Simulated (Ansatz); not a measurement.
Reflectivity of W (Im-3m) at normal incidence (Ansatz, PBE, independent particles, without spin-orbit coupling, line width 0.1 eV (Gaussian), carrier damping 0.05 eV):

```tsv
E (eV)	R (%)
1.00	83.9
1.25	66.5
1.50	52.9
1.75	53.9
2.00	56.2
2.25	56.9
2.50	55.6
2.75	52.3
3.00	51.8
3.25	53.8
3.50	52.9
3.75	52.3
4.00	50.4
4.25	49.6
4.50	50.0
4.75	50.7
5.00	55.5
```

What colour would a polished face show in daylight?

Light grey: CIE x = 0.317, y = 0.338, luminous reflectivity 56 % under D65, from the mean over the axes.

[Logs are printed without paths, hosts, clocks, repeated set-up lines and the standing remarks that a program may print on its own settings, such as how far it seeks lower states.]
